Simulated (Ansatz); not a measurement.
# F on C(111): dipole against coverage (PBE, PAW set soft_1)

Does each added F group shift the ionisation potential of C(111) by the same amount?

All values are computed: Ansatz 0.2.0, PBE, plane waves, PAW set soft_1, scalar-relativistic unless marked; slabs or sheets with vacuum, the vacuum level from the planar mean of the electrostatic potential.

| groups in the 2×2 cell | upper less lower face (eV) | dipole a group, less that of H (D) |
| --- | --- | --- |
| 1 | +1.34 | -0.78 |
| 2 | +2.59 | -0.76 |
| 3 | +3.70 | -0.72 |
| 4 | +4.65 | -0.68 |

If dipoles simply added, 4 groups would give 4/1 × +1.34 = +5.36 eV; the run gives +4.65 eV, 87 % of that. Parallel dipoles sit in each other's field, which opposes them, so each shrinks as the layer fills.

Dipoles by ΔΦ = −μ/(ε₀A), with μ the dipole of one cell along the outward normal; in working units μ (D) = −ΔΦ (eV) × A (Å²) / 37.7.
